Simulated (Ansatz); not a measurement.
# Na3Y (built on the sites of a database entry of Li3Bi): phonons and vibrational spectra

Aim: the vibrations of Na3Y (built on the sites of a database entry of Li3Bi), their spectra, and whether the structure is stable.

Program: Ansatz 0.2.0. Level of theory: DFT LDA, scalar-relativistic, plane waves, PAW. Results are calculated unless marked as measured.

The structure was built from a prototype and need not be the compound's stable phase.

**1. The starting structure**

It takes space group Fm-3m (No. 225, cubic). The conventional cell has a = 8.215 Å, b = 8.215 Å, c = 8.215 Å, α = 90.00°, β = 90.00°, γ = 90.00°. Nearest to Na lie 4 Y at 3.56 Å and 4 Na at 3.56 Å. Na has 8 Na at 3.56 Å nearest. Y has 8 Na at 3.56 Å nearest. Farther neighbours are not listed.

As a file:

```
Na Y
1.0
     0.00000    4.10764    4.10764
     4.10764    0.00000    4.10764
     4.10764    4.10764    0.00000
Na Y
3 1
Direct
  0.75000 0.75000 0.75000
  0.50000 0.50000 0.50000
  0.25000 0.25000 0.25000
  0.00000 0.00000 0.00000
```

**2. Bringing the structure to rest**

Harmonic phonons are second derivatives at a point where the forces vanish, and they are wanted at zero stress, so atoms and cell are relaxed first.

File input.yaml:

```yaml
crystal:
  lattice:
    - [0.0, 4.10764, 4.10764]
    - [4.10764, 0.0, 4.10764]
    - [4.10764, 4.10764, 0.0]
  atoms:
    - { symbol: Na, position: [0.75, 0.75, 0.75] }
    - { symbol: Na, position: [0.5, 0.5, 0.5] }
    - { symbol: Na, position: [0.25, 0.25, 0.25] }
    - { symbol: "Y", position: [0.0, 0.0, 0.0] }
kpoints:
  mp_grid: { grid: [10, 10, 10] }
hamiltonian:
  xc: lda
scf:
  occupations: { method: gaussian, width: 0.1 }
output:
  forces: true
  stress: true
  eigenvalues: true
relax:
  adjacent_minimum: "off"
  f_tol: 0.005
  max_steps: 80
  cell: { stress_tol: 0.05 }
```

Started as:

```sh
> ansatz run input.yaml --threads 8 --pin off --max-ram 14336MiB --backend cpu --events-out ev --progress --plain --runs-dir out
```

Numbers of over 12 decimals in the logs are rounded to 6 here.

Output:

```text
Engine: ansatz 0.2.0, x86_64-unknown-linux-gnu
Pseudopotentials: kind: paw
Pseudopotential: Na, paw, valence charge 9, recommended cutoff 420 eV (normal), Na.paw.azcp
Pseudopotential: Y, paw, valence charge 11, recommended cutoff 420 eV (normal), Y.paw.azcp
Functional definition: SPW92
  exchange = slater_x
  correlation = pw_c
Crystal: 4 atoms, lattice volume = 138.614 Å³
Basis set: ecut = 420 eV, 2733 PW (Γ)
Bands: 23, of which v1, the nominal top of the filled ones, is band 19 counted from 1 (18 counted from 0)
Symmetry: 48 space group operations
Space group: Fm-3m (ITA 225), of the structure as read, at distance tolerance 5.2e-5 Å
k-points: 47 of 1000
Non-local potential: Na, projectors of the file, l = 0: 3, l = 1: 2, l = 2: 1
Non-local potential: Y, projectors of the file, l = 0: 3, l = 1: 2, l = 2: 2, l = 3: 1
PAW form: soft (Blöchl's): semilocal exchange-correlation on the pseudo side does not see the compensation charge
PAW frozen core: Na, regenerated for the run's functional, and the local potential with it (the file was generated under x = pbe(κ = 0.804, μ = 0.219515), c = pbe(β = 0.066725))
PAW frozen core: Y, regenerated for the run's functional, and the local potential with it (the file was generated under x = pbe(κ = 0.804, μ = 0.219515), c = pbe(β = 0.066725))
PAW one-centre angular grid: Na, 110 points (default); XC on 64 Gauss nodes
PAW one-centre angular grid: Y, 590 points (default); XC on 64 Gauss nodes
Initial density: superposition of atomic densities (neutral atoms: chi_scale 0, normalization atom), corrected by the library's trained network
Initial wavefunctions: pseudopotential atomic-orbital guess
Functional: x = slater, c = lda
SCF iter   1: F=—  HF=-8143.747094 eV  |F-HF|=—  |Δ(HF+E_count)|=         —  Δρ=5.96e-3  dr2=3.71e-2  ethr=1.77e-3  ⟨swp⟩=4.9  Hψ=3959  notcnv=0
preconditioner: auto → Kerker (q_TF=auto, 2.199 Å⁻¹)  [metal: Δε(μ)=0.039 eV  Ē_g=1.886 eV  σ=0.100 eV  W_gap=0.21  n_scr=26 (ndim 8)  ℏωp=7.7 eV  f_vac=0.000  D(μ)=4.44/eV (n_scr^D=26)]
SCF iter   2: F=—  HF=-8143.732343 eV  |F-HF|=—  |Δ(HF+E_count)|=   1.48e-2  Δρ=1.94e-3  dr2=7.32e-3  ethr=9.75e-5  ⟨swp⟩=2.1  Hψ=1957  notcnv=0
SCF iter   3: F=—  HF=-8143.731286 eV  |F-HF|=—  |Δ(HF+E_count)|=   1.06e-3  Δρ=6.48e-4  dr2=1.41e-3  ethr=1.93e-5  ⟨swp⟩=3.0  Hψ=1934  notcnv=0
SCF iter   4: F=—  HF=-8143.731066 eV  |F-HF|=—  |Δ(HF+E_count)|=   2.20e-4  Δρ=1.84e-4  dr2=1.69e-4  ethr=3.71e-6  ⟨swp⟩=2.0  Hψ=1218  notcnv=0
SCF iter   5: F=—  HF=-8143.731002 eV  |F-HF|=—  |Δ(HF+E_count)|=   6.42e-5  Δρ=6.78e-5  dr2=1.63e-5  ethr=4.45e-7  ⟨swp⟩=2.0  Hψ=1214  notcnv=0
SCF iter   6: F=—  HF=-8143.730995 eV  |F-HF|=—  |Δ(HF+E_count)|=   6.23e-6  Δρ=1.76e-5  dr2=6.89e-7  ethr=4.28e-8  ⟨swp⟩=2.0  Hψ=1218  notcnv=0
SCF iter   7: F=-8143.730995 eV  HF=-8143.730995 eV  |F-HF|=2.51e-9  |Δ(HF+E_count)|=   2.59e-8  Δρ=4.12e-6  dr2=2.85e-8  ethr=2.63e-10  ⟨swp⟩=5.9  Hψ=4034  notcnv=0
SCF 1 converged in 7 iterations: F = -8143.730995 eV  dr2 = 2.85e-8
  greatest PAW one-centre occupation: 0.999 electrons in one spin orbital (limit 2), on the Na atom at site 2 (counted from 0), in its partial waves of l = 0
relax step   1: F+E_penalty+E_count = -8143.73099543 eV  Δ(F+E_penalty+E_count) = +0.000e0 eV  max|allowed force component| = 2.168e-19 eV/Å  Δτ_max = 0.0000 Å  P = -1.357 GPa  Ω = 138.614 Å³  (7 SCF iters, dr2 threshold 1.00e-7 eV, accepted)
Crystal: 4 atoms, lattice volume = 133.548 Å³
Basis set: ecut = 420 eV, 2637 PW (Γ)
Initial density: handed on by an earlier stage of this run
Initial wavefunctions: those handed on with the density
iter 1 solved again at ethr=4.23e-7 eV; its pass at ethr=3.10e-3 eV (dr2=1.61e-4 eV) is discarded
SCF iter   1: F=—  HF=-8143.767686 eV  |F-HF|=—  |Δ(HF+E_count)|=         —  Δρ=2.78e-4  dr2=1.72e-4  ethr=4.23e-7  ⟨swp⟩=2.9  Hψ=6281  notcnv=0
preconditioner: auto → Kerker (q_TF=auto, 2.213 Å⁻¹)  [metal: Δε(μ)=0.031 eV  Ē_g=1.977 eV  σ=0.100 eV  W_gap=0.17  n_scr=26 (ndim 8)  ℏωp=7.9 eV  f_vac=0.000  D(μ)=4.20/eV (n_scr^D=26)]
SCF iter   2: F=—  HF=-8143.767667 eV  |F-HF|=—  |Δ(HF+E_count)|=   1.88e-5  Δρ=1.72e-4  dr2=7.33e-5  ethr=4.23e-7  ⟨swp⟩=1.0  Hψ=1081  notcnv=0
SCF iter   3: F=—  HF=-8143.767659 eV  |F-HF|=—  |Δ(HF+E_count)|=   8.17e-6  Δρ=4.89e-5  dr2=5.64e-6  ethr=1.93e-7  ⟨swp⟩=1.9  Hψ=1166  notcnv=0
SCF iter   4: F=—  HF=-8143.767658 eV  |F-HF|=—  |Δ(HF+E_count)|=   1.16e-6  Δρ=1.45e-5  dr2=5.92e-7  ethr=1.49e-8  ⟨swp⟩=2.0  Hψ=1884  notcnv=0
SCF iter   5: F=-8143.767658 eV  HF=-8143.767658 eV  |F-HF|=4.82e-8  |Δ(HF+E_count)|=   9.80e-8  Δρ=4.76e-6  dr2=7.83e-8  ethr=1.05e-9  ⟨swp⟩=4.0  Hψ=3279  notcnv=0
SCF 2 converged in 5 iterations: F = -8143.767658 eV  dr2 = 7.83e-8
relax step   2: F+E_penalty+E_count = -8143.76765758 eV  Δ(F+E_penalty+E_count) = -3.666e-2 eV  max|allowed force component| = 1.509e-18 eV/Å  Δτ_max = 0.0000 Å  P = -0.947 GPa  Ω = 133.548 Å³  energy of the carried Pulay correction = +3.462e-5 eV  (5 SCF iters, dr2 threshold 4.00e-7 eV, accepted)
Crystal: 4 atoms, lattice volume = 123.173 Å³
Basis set: ecut = 420 eV, 2421 PW (Γ)
iter 1 solved again at ethr=1.57e-6 eV; its pass at ethr=3.10e-3 eV (dr2=5.97e-4 eV) is discarded
SCF iter   1: F=—  HF=-8143.794974 eV  |F-HF|=—  |Δ(HF+E_count)|=         —  Δρ=6.54e-4  dr2=6.37e-4  ethr=1.57e-6  ⟨swp⟩=2.9  Hψ=6270  notcnv=0
preconditioner: auto → Kerker (q_TF=auto, 2.243 Å⁻¹)  [metal: Δε(μ)=0.013 eV  Ē_g=2.083 eV  σ=0.100 eV  W_gap=0.07  n_scr=14 (ndim 8)  ℏωp=8.2 eV  f_vac=0.000  D(μ)=4.10/eV (n_scr^D=26)]
SCF iter   2: F=—  HF=-8143.794883 eV  |F-HF|=—  |Δ(HF+E_count)|=   9.09e-5  Δρ=4.01e-4  dr2=2.81e-4  ethr=1.57e-6  ⟨swp⟩=2.0  Hψ=1735  notcnv=0
SCF iter   3: F=—  HF=-8143.794843 eV  |F-HF|=—  |Δ(HF+E_count)|=   4.02e-5  Δρ=1.01e-4  dr2=2.34e-5  ethr=7.39e-7  ⟨swp⟩=2.0  Hψ=1252  notcnv=0
SCF iter   4: F=—  HF=-8143.794840 eV  |F-HF|=—  |Δ(HF+E_count)|=   3.37e-6  Δρ=3.35e-5  dr2=2.27e-6  ethr=6.16e-8  ⟨swp⟩=2.0  Hψ=1623  notcnv=0
SCF iter   5: F=-8143.794839 eV  HF=-8143.794839 eV  |F-HF|=1.45e-7  |Δ(HF+E_count)|=   4.48e-7  Δρ=7.90e-6  dr2=2.22e-7  ethr=1.05e-9  ⟨swp⟩=5.4  Hψ=3961  notcnv=0
SCF 3 converged in 5 iterations: F = -8143.794839 eV  dr2 = 2.22e-7
relax step   3: F+E_penalty+E_count = -8143.79483924 eV  Δ(F+E_penalty+E_count) = -2.718e-2 eV  max|allowed force component| = 5.782e-18 eV/Å  Δτ_max = 0.0000 Å  P = +0.183 GPa  Ω = 123.173 Å³  energy of the carried Pulay correction = +1.097e-4 eV  (5 SCF iters, dr2 threshold 4.00e-7 eV, accepted)
[...]
relax step   4: F+E_penalty+E_count = -8143.79562736 eV  Δ(F+E_penalty+E_count) = -7.881e-4 eV  max|allowed force component| = 3.903e-18 eV/Å  Δτ_max = 0.0000 Å  P = -0.018 GPa  Ω = 124.743 Å³  energy of the carried Pulay correction = +9.796e-5 eV  (4 SCF iters, dr2 threshold 8.37e-8 eV, accepted)
Initial wavefunctions: pseudopotential atomic-orbital guess (no wavefunctions were taken with the density)
iter 1 solved again at ethr=1.09e-9 eV; its pass at ethr=3.10e-3 eV (dr2=4.16e-7 eV) is discarded
SCF iter   1: F=—  HF=-8143.795415 eV  |F-HF|=—  |Δ(HF+E_count)|=         —  Δρ=3.75e-5  dr2=2.67e-7  ethr=1.09e-9  ⟨swp⟩=4.8  Hψ=7920  notcnv=0
preconditioner: auto → Kerker (q_TF=auto, 2.238 Å⁻¹)  [metal: Δε(μ)=0.035 eV  Ē_g=2.072 eV  σ=0.100 eV  W_gap=0.19  n_scr=14 (ndim 8)  ℏωp=8.1 eV  f_vac=0.000  D(μ)=4.12/eV (n_scr^D=26)]
SCF iter   2: F=—  HF=-8143.795415 eV  |F-HF|=—  |Δ(HF+E_count)|=   7.52e-8  Δρ=1.87e-5  dr2=7.76e-8  ethr=7.02e-10  ⟨swp⟩=2.1  Hψ=1520  notcnv=0
SCF iter   3: F=—  HF=-8143.795415 eV  |F-HF|=—  |Δ(HF+E_count)|=   4.50e-8  Δρ=3.19e-6  dr2=6.56e-9  ethr=2.04e-10  ⟨swp⟩=1.2  Hψ=1089  notcnv=0
SCF iter   4: F=—  HF=-8143.795415 eV  |F-HF|=—  |Δ(HF+E_count)|=  1.73e-11  Δρ=6.97e-7  dr2=1.20e-9  ethr=1.73e-11  ⟨swp⟩=1.9  Hψ=1158  notcnv=0
SCF iter   5: F=—  HF=-8143.795415 eV  |F-HF|=—  |Δ(HF+E_count)|=  3.54e-10  Δρ=1.59e-7  dr2=6.78e-11  ethr=3.15e-12  ⟨swp⟩=2.0  Hψ=1219  notcnv=0
SCF iter   6: F=-8143.795415 eV  HF=-8143.795415 eV  |F-HF|=5.46e-12  |Δ(HF+E_count)|=  2.00e-11  Δρ=5.55e-8  dr2=9.31e-12  ethr=1.00e-12  ⟨swp⟩=4.0  Hψ=3196  notcnv=0
SCF 5 converged in 6 iterations: F = -8143.795415 eV  dr2 = 9.31e-12
relax step   5: F+E_penalty+E_count = -8143.79541522 eV  Δ(F+E_penalty+E_count) = +2.121e-4 eV  max|allowed force component| = 2.747e-18 eV/Å  Δτ_max = 0.0000 Å  P = -0.015 GPa  Ω = 124.743 Å³  stress off target by 1.46e-2 GPa  SCF on the basis re-selected at this cell (its energy is not comparable with the rows above)  (6 SCF iters)
basis re-selected at this cell: Δ(F+E_penalty+E_count) = +2.121e-4 eV, ΔP = +0.003 GPa vs the last step (what re-selecting the basis moved, of the pressure what is left beyond the Pulay correction that the steps carried, after the strain that the cell walked since its last selection, with what the two solves' SCF thresholds leave and, on support functions, any second-order correction that the steps lacked; it is no m [...]
SCF converged after 6 iterations
Free energy (F): -8143.795415 eV
Harris-Foulkes:  -8143.795415 eV  (|F-HF|=5.46e-12)
Internal energy: -8143.774810 eV  (E = F + TS)
E sigma→0 (E₀):  -8143.785112 eV
Entropy (-TS):   -0.020606 eV (-5.151 meV/atom)
Fermi energy:    4.129903 eV
--- Per-component energies (eV) ---
  E_band       = -828.158511
  E_kinetic    = 664.225742
  E_local      = -4778.344120  (includes V_loc(G=0)·N_el)
  E_nonlocal   = 404.866152
  E_hartree    = 1700.681284
  E_xc         = -282.534936
  E_vxc        = -342.735487  (∫ρ·V_xc dr)
  E_paw        = -3458.261292  (= ΣΔE_a)
  E_vpaw       = -177.533327  (= ΣTr[D̂ρ^β])
  E_aug_tail   = -0.000038  (compensation charges beyond the density's cutoff)
  E_ewald      = -2395.159858
  E_core_change = 0.752256  (= ΣΔE_core)
  E_smearing   = -0.020606  (= −TS)
  E_closure    = -0.000000  (closes the sum)
  Σ components = -8143.795415   (vs F -8143.795415, Δ=0.00e0)
--- Forces (eV/Å), atoms counted from 1 ---
  atom   1  Na     0.00000000     0.00000000     0.00000000
  atom   2  Na     0.00000000    -0.00000000    -0.00000000
  atom   3  Na    -0.00000000    -0.00000000    -0.00000000
  atom   4  Y     -0.00000000     0.00000000    -0.00000000
  max |Σ_I F_I| component: 1.30e-18 eV/Å
--- Stress (GPa, compression-positive) ---
       -0.014596       0.000000       0.000000
        0.000000      -0.014596       0.000000
        0.000000       0.000000      -0.014596
  P = ⅓ Tr σ = -0.0146 GPa (-0.146 kbar)
--- Band table (eV; the first three rows and the last of 47) ---
  k-point 0: bands = [... 15 lower, -19.7856, 0.1402, 4.3055, 4.3055, 4.3055, 4.8818, 4.8818, 7.1681]
  k-point 1: bands = [... 15 lower, -19.7853, 0.2208, 4.2123, 4.3313, 4.3313, 4.8515, 4.8515, 6.7430]
  k-point 2: bands = [... 15 lower, -19.7846, 0.4592, 3.9300, 4.3675, 4.3675, 4.8324, 4.8324, 5.9936]
  k-point 46: bands = [... 15 lower, -19.7787, 2.7199, 3.0836, 3.2312, 3.2778, 5.0694, 5.2301, 5.3289]
--- Relaxed structure (4 steps of the walk, 4 accepted, 1 SCFs on fresh bases) ---
  F+E_penalty+E_count = -8143.79541522 eV   max|allowed force component| = 2.747e-18 eV/Å   (the final SCF, on the basis selected at the relaxed cell)
  cell:  # Å, volume = 124.7431 Å³
    - [0, 3.965782, 3.965782]
    - [3.965782, 0, 3.965782]
    - [3.965782, 3.965782, 0]
  atoms:
    - { symbol: Na, position: [0.75, 0.75, 0.75] }
    - { symbol: Na, position: [0.500000, 0.500000, 0.500000] }
    - { symbol: Na, position: [0.250000, 0.250000, 0.250000] }
    - { symbol: Y, position: [0, 0, 0] }
```

Run time: 1.7 s. Hardware: 8 threads of AMD EPYC 9R45, shared host; peak memory 0.62 GiB; 11 s of CPU time.

Relaxation path:

| step | energy less that of the first step (eV) | largest force component (eV/Å) | pressure (GPa) | volume (Å³) |
| --- | --- | --- | --- | --- |
| 1 | 0.0000 | 0.0000 | -1.36 | 138.61 |
| 2 | -0.0367 | 0.0000 | -0.95 | 133.55 |
| 3 | -0.0638 | 0.0000 | 0.18 | 123.17 |
| 4 | -0.0646 | 0.0000 | -0.02 | 124.74 |
| 5* | -0.0644 | 0.0000 | -0.01 | 124.74 |

Relaxation steps marked * repeat the geometry before them on a plane-wave basis chosen anew for their cell, so energy and pressure can jump there.

The run keeps the 48 symmetry operations that it works with, so distortions that break them were not tested.

| conventional cell, symmetrised | before | after | change |
| --- | --- | --- | --- |
| a (Å) | 8.215 | 7.932 | -3.5 % |
| b (Å) | 8.215 | 7.932 | -3.5 % |
| c (Å) | 8.215 | 7.932 | -3.5 % |
| volume (Å³/atom) | 34.65 | 31.19 | -10.0 % |

Final coordinates:

```
Na Y
1.0
     0.00000    3.96578    3.96578
     3.96578    0.00000    3.96578
     3.96578    3.96578    0.00000
Na Y
3 1
Direct
  0.75000 0.75000 0.75000
  0.50000 0.50000 0.50000
  0.25000 0.25000 0.25000
  0.00000 0.00000 0.00000
```

Numbers from this step:

```yaml
pressure: -0.01460 GPa
volume_per_atom: 31.19 Å³
gap_on_the_k_mesh: 0 eV
```

In this step the volume went from 34.65 to 31.19 Å³/atom.

**3. Relaxation**

The relaxation is repeated from its end on the same settings, as a check that it has come to rest.

input.yaml, as its differences from that of step 2:

```diff
@@ -2,5 +2,5 @@
   lattice:
-    - [0.0, 4.10764, 4.10764]
-    - [4.10764, 0.0, 4.10764]
-    - [4.10764, 4.10764, 0.0]
+    - [0.0, 3.9657817518, 3.9657817518]
+    - [3.9657817518, 0.0, 3.9657817518]
+    - [3.9657817518, 3.9657817518, 0.0]
   atoms:
```

Output:

```text
[...]
Crystal: 4 atoms, lattice volume = 124.743 Å³
Basis set: ecut = 420 eV, 2421 PW (Γ)
Bands: 23, of which v1, the nominal top of the filled ones, is band 19 counted from 1 (18 counted from 0)
Symmetry: 48 space group operations
[...]
k-points: 47 of 1000
[...]
--- Relaxed structure (1 steps of the walk, 1 accepted, 1 SCFs on fresh bases) ---
[...]
cell:  # Å, volume = 124.7431 Å³
    - [0.0, 3.9657817518, 3.9657817518]
    - [3.9657817518, 0.0, 3.9657817518]
    - [3.9657817518, 3.9657817518, 0.0]
  atoms:
    - { symbol: Na, position: [0.75, 0.75, 0.75] }
    - { symbol: Na, position: [0.5, 0.5, 0.5] }
    - { symbol: Na, position: [0.25, 0.25, 0.25] }
    - { symbol: Y, position: [0.0, 0.0, 0.0] }
[key lines of the parts left out:]
SCF converged after 4 iterations
Free energy (F): -8143.795415 eV
Fermi energy:    4.129904 eV
P = ⅓ Tr σ = -0.0146 GPa (-0.146 kbar)
```

Elapsed: 0.74 s, on 8 threads; peak memory 0.6 GiB.

Little changed from the start: no atom moved by 0.005 Å and no cell edge by 0.1 %.

Numbers from this step:

```
pressure : -0.01459 GPa
```

In this step the volume went from 31.19 to 31.19 Å³/atom.

**4. Tight relaxation**

Phonons need a cell at rest on their own settings, so the relaxation is repeated with tight tolerances on forces and stress on the k mesh and occupations of the first response run.

input.yaml, the sections that differ from step 3:

```yaml
kpoints:
  mp_grid: { grid: [12, 12, 12] }
scf:
  occupations: { method: methfessel_paxton, width: 0.2 }
relax:
  adjacent_minimum: "off"
  f_tol: 0.001
  max_steps: 60
  cell: { stress_tol: 0.01 }
# crystal, hamiltonian, output: as in step 3
```

Output:

```text
band count auto-derived: 24, from the close of a first SCF at 23 (N_el = 38.0; filled up to band 19; 23 by the electrons, moments and atoms)
[...]
Crystal: 4 atoms, lattice volume = 124.743 Å³
Basis set: ecut = 420 eV, 2421 PW (Γ)
Bands: 23, of which v1, the nominal top of the filled ones, is band 19 counted from 1 (18 counted from 0)
Symmetry: 48 space group operations
[...]
--- Relaxed structure (3 steps of the walk, 3 accepted, 1 SCFs on fresh bases) ---
[...]
cell:  # Å, volume = 124.5910 Å³
    - [0, 3.964170, 3.964170]
    - [3.964170, 0, 3.964170]
    - [3.964170, 3.964170, 0]
  atoms:
    - { symbol: Na, position: [0.750000, 0.750000, 0.750000] }
    - { symbol: Na, position: [0.500000, 0.500000, 0.500000] }
    - { symbol: Na, position: [0.250000, 0.250000, 0.250000] }
    - { symbol: Y, position: [0, 0, 0] }
[key lines of the parts left out:]
SCF converged after 5 iterations
Free energy (F): -8143.785369 eV
Fermi energy:    4.137064 eV
P = ⅓ Tr σ = 0.0000 GPa (0.000 kbar)
```

Run time: 2 s. Hardware: 8 threads; peak memory 0.66 GiB.

Little changed from the start: no atom moved by 0.005 Å and no cell edge by 0.1 %.

Numbers from this step:

| Item | Value |
| --- | --- |
| pressure | 3.48e-5 GPa |
| volume per atom | 31.15 Å³ |

The forces vanish by symmetry and the pressure is 0.000 GPa, within the tolerances set. The cell now holds 31.15 Å³/atom.

(Part 1 of 3 ends here.)

[Logs are printed without paths, hosts, clocks, repeated set-up lines and the standing remarks that a program may print on its own settings, such as how far it seeks lower states.]

[Hosts, paths, dates, database ids (printed as entryN), source tags and the programs' standing remarks are cut or masked in the printed files.]
